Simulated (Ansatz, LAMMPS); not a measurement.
**A frame of aqueous Zn2+ and BF4-, 3.4 mol of salt per kg of water from 400 K (180 atoms): where an added charge goes**

Aim: add and remove one electron in a frame of aqueous Zn2+ and BF4-, 3.4 mol of salt per kg of water from 400 K (180 atoms), with atoms held and relaxed, and read trapping energy and localisation.

Calculated with Ansatz 0.2.0; Kohn-Sham DFT, PBE+D4, PAW (set soft_2), plane waves.

### 1. Set-up

The cell holds 180 atoms: 6 B, 24 F, 49 O, 98 H and 3 Zn. Its edges and angles: a = 12.197 Å, b = 12.197 Å, c = 12.197 Å, α = 90.0°, β = 90.0°, γ = 90.0°. 49 H2O, 3 Zn2+, 6 BF4- placed at random, at 1.46 g/cm³; overlaps pushed apart, then 10 ps at 420 K with stiff harmonic cages for PF6 and BF4 with UFF radii; divalent ions of Li, Roberts, Chakravorty and Merz (J. Chem. Theory Comput. 9, 2733 (2013)); SPC/E water (Berendsen, Grigera and Straatsma, J. Phys. Chem. 91, 6269 (1987)); charges of ions scaled by 0.85. Snapshot after 20 ps at 400 K and fixed volume.

What the set-up can't give: The network of contacts between molecules at the start is that of the classical potential that made the cell, and needn't be the one that DFT or experiment would give. Sampling is at Γ alone, for a cell whose shortest periodic width is 12 Å. The liquid is relaxed first, so the results are those of a frozen frame at zero temperature.

### 2. Single point at the start

The forces at the start show how far the geometry lies from a minimum of this functional.

Input file input.yaml:

```yaml
crystal:
  lattice:
    - [12.19687, 0.0, 0.0]
    - [0.0, 12.19687, 0.0]
    - [0.0, 0.0, 12.19687]
  atoms:
    - { symbol: B, position: [0.28448, 0.36697, 0.09874] }
    - { symbol: F, position: [0.20939, 0.38368, 0.18274] }
    - { symbol: F, position: [0.3171, 0.25724, 0.12379] }
    - { symbol: F, position: [0.38011, 0.42488, 0.10509] }
    - { symbol: F, position: [0.2435, 0.36076, 0.98885] }
    - { symbol: B, position: [0.08654, 0.51322, 0.81068] }
    - { symbol: F, position: [0.19623, 0.49705, 0.79177] }
    - { symbol: F, position: [0.02472, 0.41554, 0.78434] }
    - { symbol: F, position: [0.04, 0.59445, 0.73926] }
    - { symbol: F, position: [0.04889, 0.53706, 0.91718] }
    - { symbol: B, position: [0.01192, 0.03822, 0.45611] }
    - { symbol: F, position: [0.06302, 0.13383, 0.41305] }
    - { symbol: F, position: [0.07573, 0.94355, 0.44992] }
    - { symbol: F, position: [0.91419, 0.0076, 0.39891] }
    - { symbol: F, position: [0.98306, 0.0627, 0.56561] }
    - { symbol: B, position: [0.64033, 0.63685, 0.40202] }
    - { symbol: F, position: [0.75117, 0.66534, 0.37631] }
    - { symbol: F, position: [0.62682, 0.52324, 0.36363] }
    - { symbol: F, position: [0.5723, 0.70314, 0.34347] }
    - { symbol: F, position: [0.6236, 0.64367, 0.51604] }
    - { symbol: B, position: [0.58446, 0.94742, 0.64278] }
    - { symbol: F, position: [0.55505, 0.03131, 0.57154] }
    - { symbol: F, position: [0.502, 0.87543, 0.67314] }
    - { symbol: F, position: [0.63329, 0.97395, 0.74182] }
    - { symbol: F, position: [0.67013, 0.89906, 0.58257] }
    - { symbol: B, position: [0.66012, 0.57262, 0.04274] }
    - { symbol: F, position: [0.57961, 0.59736, 0.96592] }
    - { symbol: F, position: [0.69482, 0.66388, 0.10131] }
    - { symbol: F, position: [0.76378, 0.5525, 0.9957] }
    - { symbol: F, position: [0.62793, 0.47967, 0.09699] }
    - { symbol: O, position: [0.74278, 0.97742, 0.10531] }
    - { symbol: H, position: [0.71833, 0.90467, 0.07648] }
    [... 142 atom lines left out ...]
    - { symbol: O, position: [0.7997, 0.12945, 0.25477] }
    - { symbol: H, position: [0.8675, 0.16409, 0.22435] }
    - { symbol: H, position: [0.73439, 0.17457, 0.23426] }
    - { symbol: Zn, position: [0.81288, 0.97707, 0.25181] }
    - { symbol: Zn, position: [0.31275, 0.24289, 0.67614] }
    - { symbol: Zn, position: [0.00078, 0.66453, 0.61384] }
kpoints:
  mp_grid: { grid: [1, 1, 1] }
hamiltonian:
  xc: pbe
  dispersion: d4
scf:
  occupations: { method: fixed }
output:
  forces: true
```

Launch:

```bash
$ ansatz run input.yaml --threads 4 --pin off --max-ram 8192MiB --backend cpu --events-out ev --progress --plain --runs-dir out
```

Numbers of over 12 decimals in the logs are rounded to 6 here.

What it wrote:

```text
[...]
Pseudopotentials: kind: paw
Pseudopotential: B, paw, valence charge 3, recommended cutoff 420 eV (normal), B.paw.azcp
Pseudopotential: F, paw, valence charge 7, recommended cutoff 420 eV (normal), F.paw.azcp
Pseudopotential: O, paw, valence charge 6, recommended cutoff 420 eV (normal), O.paw.azcp
Pseudopotential: H, paw, valence charge 1, recommended cutoff 420 eV (normal), H.paw.azcp
Pseudopotential: Zn, paw, valence charge 12, recommended cutoff 420 eV (normal), Zn.paw.azcp
[... 5 lines on functional and potentials left out ...]
Crystal: 180 atoms, lattice volume = 1814.451 Å³
Basis set: ecut = 420 eV, 35513 PW (Γ), exchange–correlation on 180×180×180 points (8 copies of the dense FFT grid, shifted against one another)
Bands: 487, of which v1, the nominal top of the filled ones, is band 307 counted from 1 (306 counted from 0)
Symmetry: 1 space group operations
Space group: P1 (ITA 1), of the structure as read, at distance tolerance 1.2e-4 Å
k-points: 1
[... 11 lines on functional and potentials left out ...]
Initial density: superposition of atomic densities (neutral atoms: chi_scale 0, normalization atom), corrected by the library's trained network
Initial wavefunctions: pseudopotential atomic-orbital guess
[...]
SCF iter   1: F=—  HF=-59698.502213 eV  |F-HF|=—  |Δ(HF+E_count)|=         —  Δρ=3.24e-3  dr2=2.12e-1  ethr=1.77e-3  ⟨swp⟩=5.0  Hψ=1512  notcnv=0  defer=178
preconditioner: auto → Resta (q_TF=auto, 2.278 Å⁻¹)  ε∞=2.4  [insulator: Δε(μ)=4.073 eV  Ē_g=18.458 eV  n_scr=364 (ndim 8)  ℏωp=21.6 eV  f_vac=0.267  ε∞_Penn≈2.4]
SCF iter   2: F=—  HF=-59698.417974 eV  |F-HF|=—  |Δ(HF+E_count)|=   8.42e-2  Δρ=1.49e-3  dr2=4.26e-2  ethr=3.45e-5  ⟨swp⟩=2.0  Hψ=804  notcnv=0  defer=178
SCF iter   3: F=—  HF=-59698.393737 eV  |F-HF|=—  |Δ(HF+E_count)|=   2.42e-2  Δρ=6.60e-4  dr2=1.02e-2  ethr=6.94e-6  ⟨swp⟩=3.0  Hψ=550  notcnv=0  defer=93
automatic band count: iteration 3 solves 402 bands in place of 487: the levels show a gap, and the empty bands left out lie too high to hold charge; the band table lists the bands solved (type scf.n_extra_bands for more)
SCF iter   4: F=—  HF=-59698.390727 eV  |F-HF|=—  |Δ(HF+E_count)|=   3.01e-3  Δρ=2.36e-4  dr2=1.08e-3  ethr=1.66e-6  ⟨swp⟩=2.0  Hψ=549  notcnv=0  defer=93
SCF iter   5: F=—  HF=-59698.390654 eV  |F-HF|=—  |Δ(HF+E_count)|=   7.36e-5  Δρ=1.32e-4  dr2=2.51e-4  ethr=1.75e-7  ⟨swp⟩=3.0  Hψ=618  notcnv=0  defer=93
SCF iter   6: F=—  HF=-59698.390592 eV  |F-HF|=—  |Δ(HF+E_count)|=   6.19e-5  Δρ=3.82e-5  dr2=2.18e-5  ethr=4.09e-8  ⟨swp⟩=3.0  Hψ=559  notcnv=0  defer=91
SCF iter   7: F=—  HF=-59698.394653 eV  |F-HF|=—  |Δ(HF+E_count)|=   4.06e-3  Δρ=1.35e-5  dr2=2.40e-6  ethr=3.54e-9  ⟨swp⟩=2.0  Hψ=685  notcnv=0  defer=88
SCF iter   8: F=—  HF=-59698.394654 eV  |F-HF|=—  |Δ(HF+E_count)|=   1.04e-6  Δρ=6.95e-6  dr2=5.78e-7  ethr=3.91e-10  ⟨swp⟩=3.0  Hψ=620  notcnv=0  defer=88
SCF iter   9: F=-59698.394654 eV  HF=-59698.394654 eV  |F-HF|=5.97e-9  |Δ(HF+E_count)|=  1.24e-10  Δρ=1.65e-6  dr2=3.56e-8  ethr=1.63e-11  ⟨swp⟩=3.0  Hψ=1494  notcnv=0
SCF 1 converged in 9 iterations: F = -59698.394654 eV  dr2 = 3.56e-8
[...]
SCF converged after 9 iterations
Free energy (F): -59698.394654 eV
Harris-Foulkes:  -59698.394654 eV  (|F-HF|=5.97e-9)
Internal energy: -59698.394654 eV  (E = F + TS)
E sigma→0 (E₀):  -59698.394654 eV
Fermi energy:    -1.058142 eV
--- Per-component energies (eV) ---
[...]
Σ components = -59698.394654   (vs F -59698.394654, Δ=0.00e0)
--- Forces (eV/Å), atoms counted from 1 ---
  atom   1  B      0.20927818    -2.27494050    -0.07692686
  atom   2  F     -0.82118681     1.30811482    -0.68349598
  atom   3  F      0.48254402    -1.59703616    -0.31198113
  atom   4  F      0.25706485     1.00932848    -0.32487007
[...]
atom 180  Zn     0.06028824     0.11053797    -2.47135372
  max |Σ_I F_I| component: 8.96e-5 eV/Å
```

The job ended after 25 s (4 threads of Arm Neoverse V1, shared host; peak memory 2.5 GiB; 98 s of CPU time).

In the SCF lines HF is the Harris–Foulkes energy and dr2 the Hartree energy of the density residual, in eV; the loop may stop once dr2 is under the threshold and the program's other checks hold. Hψ counts applications of the Hamiltonian.

The r.m.s. force at the start is 0.77 eV/Å.

### 3. Relaxation

The atoms are relaxed in the fixed cell, aiming at the force tolerance of the input.

Input file input.yaml:

```yaml
crystal:
  lattice:
    - [12.19687, 0.0, 0.0]
    - [0.0, 12.19687, 0.0]
    - [0.0, 0.0, 12.19687]
  atoms:
    [... the 180 atom lines of step 2 ...]
kpoints:
  mp_grid: { grid: [1, 1, 1] }
hamiltonian:
  xc: pbe
  dispersion: d4
scf:
  occupations: { method: fixed }
output:
  forces: true
relax:
  f_tol: 0.06
  max_steps: 150
```

What it wrote:

```text
[...]
Crystal: 180 atoms, lattice volume = 1814.451 Å³
Basis set: ecut = 420 eV, 35513 PW (Γ), exchange–correlation on 180×180×180 points (8 copies of the dense FFT grid, shifted against one another)
Bands: 487, of which v1, the nominal top of the filled ones, is band 307 counted from 1 (306 counted from 0)
Symmetry: 1 space group operations
[...]
k-points: 1
[...]
SCF iter   1: F=—  HF=-59698.502212 eV  |F-HF|=—  |Δ(HF+E_count)|=         —  Δρ=3.24e-3  dr2=2.12e-1  ethr=1.77e-3  ⟨swp⟩=5.0  Hψ=1512  notcnv=0  defer=178
[...]
SCF iter   6: F=-59698.394650 eV  HF=-59698.394649 eV  |F-HF|=1.45e-6  |Δ(HF+E_count)|=   7.23e-5  Δρ=3.82e-5  dr2=2.16e-5  ethr=1.47e-8  ⟨swp⟩=3.0  Hψ=1433  notcnv=0
SCF 1 converged in 6 iterations: F = -59698.394650 eV  dr2 = 2.16e-5
[...]
relax step   1: F+E_penalty+E_count = -59698.39465029 eV  Δ(F+E_penalty+E_count) = +0.000e0 eV  max|allowed force component| = 3.589e0 eV/Å  Δτ_max = 0.0000 Å  (6 SCF iters, dr2 threshold 9.00e-5 eV, accepted)
[... from here on, the SCF cycles and remarks between the steps are left out ...]
relax step   2: F+E_penalty+E_count = -59704.81135846 eV  Δ(F+E_penalty+E_count) = -6.417e0 eV  max|allowed force component| = 1.754e0 eV/Å  Δτ_max = 0.1927 Å  (7 SCF iters, dr2 threshold 1.00e-4 eV, accepted)
relax step   3: F+E_penalty+E_count = -59707.57337246 eV  Δ(F+E_penalty+E_count) = -2.762e0 eV  max|allowed force component| = 2.158e0 eV/Å  Δτ_max = 0.1949 Å  (7 SCF iters, dr2 threshold 1.00e-4 eV, accepted)
relax step   4: F+E_penalty+E_count = -59708.68358650 eV  Δ(F+E_penalty+E_count) = -1.110e0 eV  max|allowed force component| = 1.570e0 eV/Å  Δτ_max = 0.1912 Å  (7 SCF iters, dr2 threshold 1.00e-4 eV, accepted)
relax step   5: F+E_penalty+E_count = -59709.41476401 eV  Δ(F+E_penalty+E_count) = -7.312e-1 eV  max|allowed force component| = 1.448e0 eV/Å  Δτ_max = 0.2000 Å  (6 SCF iters, dr2 threshold 1.00e-4 eV, accepted)
relax step   6: F+E_penalty+E_count = -59710.06354915 eV  Δ(F+E_penalty+E_count) = -6.488e-1 eV  max|allowed force component| = 1.161e0 eV/Å  Δτ_max = 0.1950 Å  (6 SCF iters, dr2 threshold 1.00e-4 eV, accepted)
relax step   7: F+E_penalty+E_count = -59710.50332374 eV  Δ(F+E_penalty+E_count) = -4.398e-1 eV  max|allowed force component| = 1.111e0 eV/Å  Δτ_max = 0.2000 Å  (6 SCF iters, dr2 threshold 1.00e-4 eV, accepted)
relax step   8: F+E_penalty+E_count = -59710.82420566 eV  Δ(F+E_penalty+E_count) = -3.209e-1 eV  max|allowed force component| = 2.148e0 eV/Å  Δτ_max = 0.1952 Å  (6 SCF iters, dr2 threshold 1.00e-4 eV, accepted)
relax step   9: F+E_penalty+E_count = -59711.34108220 eV  Δ(F+E_penalty+E_count) = -5.169e-1 eV  max|allowed force component| = 1.224e0 eV/Å  Δτ_max = 0.2000 Å  (7 SCF iters, dr2 threshold 1.00e-4 eV, accepted)
relax step  10: F+E_penalty+E_count = -59711.74001695 eV  Δ(F+E_penalty+E_count) = -3.989e-1 eV  max|allowed force component| = 8.198e-1 eV/Å  Δτ_max = 0.1963 Å  (7 SCF iters, dr2 threshold 1.00e-4 eV, accepted)
relax step  11: F+E_penalty+E_count = -59711.92521097 eV  Δ(F+E_penalty+E_count) = -1.852e-1 eV  max|allowed force component| = 1.225e0 eV/Å  Δτ_max = 0.1950 Å  (6 SCF iters, dr2 threshold 1.00e-4 eV, accepted)
relax step  12: F+E_penalty+E_count = -59712.06592291 eV  Δ(F+E_penalty+E_count) = -1.407e-1 eV  max|allowed force component| = 1.086e0 eV/Å  Δτ_max = 0.2000 Å  (5 SCF iters, dr2 threshold 1.00e-4 eV, accepted)
relax step  13: F+E_penalty+E_count = -59712.21595202 eV  Δ(F+E_penalty+E_count) = -1.500e-1 eV  max|allowed force component| = 1.464e0 eV/Å  Δτ_max = 0.1949 Å  (6 SCF iters, dr2 threshold 1.00e-4 eV, accepted)
relax step  14: F+E_penalty+E_count = -59712.42753479 eV  Δ(F+E_penalty+E_count) = -2.116e-1 eV  max|allowed force component| = 1.114e0 eV/Å  Δτ_max = 0.2000 Å  (6 SCF iters, dr2 threshold 1.00e-4 eV, accepted)
relax step  15: F+E_penalty+E_count = -59712.59089654 eV  Δ(F+E_penalty+E_count) = -1.634e-1 eV  max|allowed force component| = 9.475e-1 eV/Å  Δτ_max = 0.1946 Å  (6 SCF iters, dr2 threshold 1.00e-4 eV, accepted)
relax step  16: F+E_penalty+E_count = -59712.78375606 eV  Δ(F+E_penalty+E_count) = -1.929e-1 eV  max|allowed force component| = 8.190e-1 eV/Å  Δτ_max = 0.2000 Å  (6 SCF iters, dr2 threshold 1.00e-4 eV, accepted)
relax step  17: F+E_penalty+E_count = -59712.93474051 eV  Δ(F+E_penalty+E_count) = -1.510e-1 eV  max|allowed force component| = 4.258e-1 eV/Å  Δτ_max = 0.1980 Å  (6 SCF iters, dr2 threshold 1.00e-4 eV, accepted)
relax step  18: F+E_penalty+E_count = -59713.07774843 eV  Δ(F+E_penalty+E_count) = -1.430e-1 eV  max|allowed force component| = 5.238e-1 eV/Å  Δτ_max = 0.1924 Å  (7 SCF iters, dr2 threshold 4.90e-5 eV, accepted)
relax step  19: F+E_penalty+E_count = -59713.17767095 eV  Δ(F+E_penalty+E_count) = -9.992e-2 eV  max|allowed force component| = 6.533e-1 eV/Å  Δτ_max = 0.1915 Å  (6 SCF iters, dr2 threshold 7.42e-5 eV, accepted)
[...]
relax step  28: F+E_penalty+E_count = -59713.85488589 eV  Δ(F+E_penalty+E_count) = -6.272e-2 eV  max|allowed force component| = 2.687e-1 eV/Å  Δτ_max = 0.1921 Å  (10 SCF iters, accepted)
[...]
relax step  43: F+E_penalty+E_count = -59714.37911922 eV  Δ(F+E_penalty+E_count) = -7.226e-3 eV  max|allowed force component| = 1.035e-1 eV/Å  Δτ_max = 0.0910 Å  (9 SCF iters, accepted)
relax step  44: F+E_penalty+E_count = -59714.38521492 eV  Δ(F+E_penalty+E_count) = -6.096e-3 eV  max|allowed force component| = 1.073e-1 eV/Å  Δτ_max = 0.1063 Å  (9 SCF iters, accepted)
[...]
relax step  47: F+E_penalty+E_count = -59714.41807690 eV  Δ(F+E_penalty+E_count) = -1.561e-2 eV  max|allowed force component| = 1.306e-1 eV/Å  Δτ_max = 0.1924 Å  (9 SCF iters, accepted)
[...]
relax step  54: F+E_penalty+E_count = -59714.64550116 eV  Δ(F+E_penalty+E_count) = -1.874e-2 eV  max|allowed force component| = 2.728e-1 eV/Å  Δτ_max = 0.1159 Å  (7 SCF iters, dr2 threshold 4.92e-6 eV, accepted)
relax step  55: F+E_penalty+E_count = -59714.65679074 eV  Δ(F+E_penalty+E_count) = -1.129e-2 eV  max|allowed force component| = 1.895e-1 eV/Å  Δτ_max = 0.0728 Å  (5 SCF iters, dr2 threshold 7.44e-5 eV, accepted)
relax step  56: F+E_penalty+E_count = -59714.66900634 eV  Δ(F+E_penalty+E_count) = -1.222e-2 eV  max|allowed force component| = 2.310e-1 eV/Å  Δτ_max = 0.1526 Å  (6 SCF iters, dr2 threshold 1.74e-5 eV, accepted)
relax step  57: F+E_penalty+E_count = -59714.67295464 eV  Δ(F+E_penalty+E_count) = -3.948e-3 eV  max|allowed force component| = 5.493e-1 eV/Å  Δτ_max = 0.1782 Å  (6 SCF iters, dr2 threshold 2.58e-5 eV, accepted)
relax step  58: F+E_penalty+E_count = -59714.68995528 eV  Δ(F+E_penalty+E_count) = -1.700e-2 eV  max|allowed force component| = 3.320e-1 eV/Å  Δτ_max = 0.0568 Å  (4 SCF iters, dr2 threshold 1.00e-4 eV, accepted)
relax step  59: F+E_penalty+E_count = -59714.71705371 eV  Δ(F+E_penalty+E_count) = -2.710e-2 eV  max|allowed force component| = 1.300e-1 eV/Å  Δτ_max = 0.2000 Å  (6 SCF iters, dr2 threshold 4.03e-5 eV, accepted)
relax step  60: F+E_penalty+E_count = -59714.73914335 eV  Δ(F+E_penalty+E_count) = -2.209e-2 eV  max|allowed force component| = 8.016e-2 eV/Å  Δτ_max = 0.2000 Å  (9 SCF iters, accepted)
relax step  61: F+E_penalty+E_count = -59714.74595609 eV  Δ(F+E_penalty+E_count) = -6.813e-3 eV  max|allowed force component| = 3.739e-1 eV/Å  Δτ_max = 0.1982 Å  (9 SCF iters, accepted)
relax step  62: F+E_penalty+E_count = -59714.67018406 eV  Δ(F+E_penalty+E_count) = +7.577e-2 eV  max|allowed force component| = 1.402e0 eV/Å  Δτ_max = 0.2000 Å  (6 SCF iters, dr2 threshold 5.32e-5 eV, rejected (line search))
relax step  63: F+E_penalty+E_count = -59714.76129947 eV  Δ(F+E_penalty+E_count) = -1.534e-2 eV  max|allowed force component| = 2.322e-2 eV/Å  Δτ_max = 0.1000 Å  (9 SCF iters, accepted)
relax step  64: F+E_penalty+E_count = -59714.76869517 eV  Δ(F+E_penalty+E_count) = -7.396e-3 eV  max|allowed force component| = 1.277e-1 eV/Å  Δτ_max = 0.0975 Å  (9 SCF iters, accepted)
relax step  65: F+E_penalty+E_count = -59714.77455558 eV  Δ(F+E_penalty+E_count) = -5.860e-3 eV  max|allowed force component| = 3.183e-1 eV/Å  Δτ_max = 0.1463 Å  (9 SCF iters, accepted)
relax step  66: F+E_penalty+E_count = -59714.77253814 eV  Δ(F+E_penalty+E_count) = +2.017e-3 eV  max|allowed force component| = 4.471e-1 eV/Å  Δτ_max = 0.1427 Å  (5 SCF iters, dr2 threshold 1.00e-4 eV, rejected (line search))
relax step  67: F+E_penalty+E_count = -59714.78521277 eV  Δ(F+E_penalty+E_count) = -1.066e-2 eV  max|allowed force component| = 1.267e-1 eV/Å  Δτ_max = 0.0713 Å  (9 SCF iters, accepted)
relax step  68: F+E_penalty+E_count = -59714.79358620 eV  Δ(F+E_penalty+E_count) = -8.373e-3 eV  max|allowed force component| = 1.551e-1 eV/Å  Δτ_max = 0.0959 Å  (8 SCF iters, accepted)
relax step  69: F+E_penalty+E_count = -59714.79757676 eV  Δ(F+E_penalty+E_count) = -3.991e-3 eV  max|allowed force component| = 2.887e-1 eV/Å  Δτ_max = 0.1433 Å  (7 SCF iters, dr2 threshold 3.81e-6 eV, accepted)
relax step  70: F+E_penalty+E_count = -59714.80639638 eV  Δ(F+E_penalty+E_count) = -8.820e-3 eV  max|allowed force component| = 1.714e-1 eV/Å  Δτ_max = 0.0646 Å  (4 SCF iters, dr2 threshold 8.34e-5 eV, accepted)
relax step  71: F+E_penalty+E_count = -59714.79263267 eV  Δ(F+E_penalty+E_count) = +1.376e-2 eV  max|allowed force component| = 1.315e-1 eV/Å  Δτ_max = 0.2000 Å  (7 SCF iters, dr2 threshold 1.04e-5 eV, rejected (line search))
relax step  72: F+E_penalty+E_count = -59714.81617038 eV  Δ(F+E_penalty+E_count) = -9.774e-3 eV  max|allowed force component| = 4.663e-2 eV/Å  Δτ_max = 0.0975 Å  (9 SCF iters, accepted)
relax step  73: F+E_penalty+E_count = -59714.81941790 eV  Δ(F+E_penalty+E_count) = -3.248e-3 eV  max|allowed force component| = 7.235e-2 eV/Å  Δτ_max = 0.0975 Å  (9 SCF iters, accepted)
relax step  74: F+E_penalty+E_count = -59714.82132522 eV  Δ(F+E_penalty+E_count) = -1.907e-3 eV  max|allowed force component| = 2.693e-2 eV/Å  Δτ_max = 0.0172 Å  (8 SCF iters, accepted)
SCF converged after 8 iterations
Free energy (F): -59714.821325 eV
[...]
Internal energy: -59714.821325 eV  (E = F + TS)
E sigma→0 (E₀):  -59714.821325 eV
Fermi energy:    -1.769472 eV
[...]
Σ components = -59714.821325   (vs F -59714.821325, Δ=0.00e0)
--- Forces (eV/Å), atoms counted from 1 ---
  atom   1  B     -0.00756712     0.01014352     0.01663948
  atom   2  F      0.00179976     0.00586872    -0.00346071
  atom   3  F      0.00376187    -0.01175216    -0.00251015
  atom   4  F     -0.00212624     0.00222157    -0.00962428
[...]
atom 180  Zn    -0.00075596    -0.00218754     0.00116495
  max |Σ_I F_I| component: 3.04e-5 eV/Å
--- Relaxed structure (74 steps of the walk, 71 accepted, 0 SCFs on fresh bases) ---
  F+E_penalty+E_count = -59714.82132522 eV   max|allowed force component| = 2.693e-2 eV/Å
  atoms:
    - { symbol: B, position: [0.298732, 0.311633, 0.088576] }
    - { symbol: F, position: [0.216870, 0.314769, 0.170628] }
    - { symbol: F, position: [0.349705, 0.209188, 0.086934] }
    - { symbol: F, position: [0.376392, 0.395638, 0.105831] }
[...]
- { symbol: Zn, position: [0.017768, 0.628008, 0.603581] }
```

Wall time 25 min (4 threads); peak memory 2.5 GiB; 1.6 h of CPU time.

The relaxation converged after 74 steps, 16.4 eV below its start, with a largest force component of 0.027 eV/Å.

[end of part 1 of 3]

[Logs are printed without paths, hosts, clocks, repeated set-up lines and the standing remarks that a program may print on its own settings, such as how far it seeks lower states.]

[Hosts, paths, dates, database ids (printed as entryN), source tags and the programs' standing remarks are cut or masked in the printed files.]
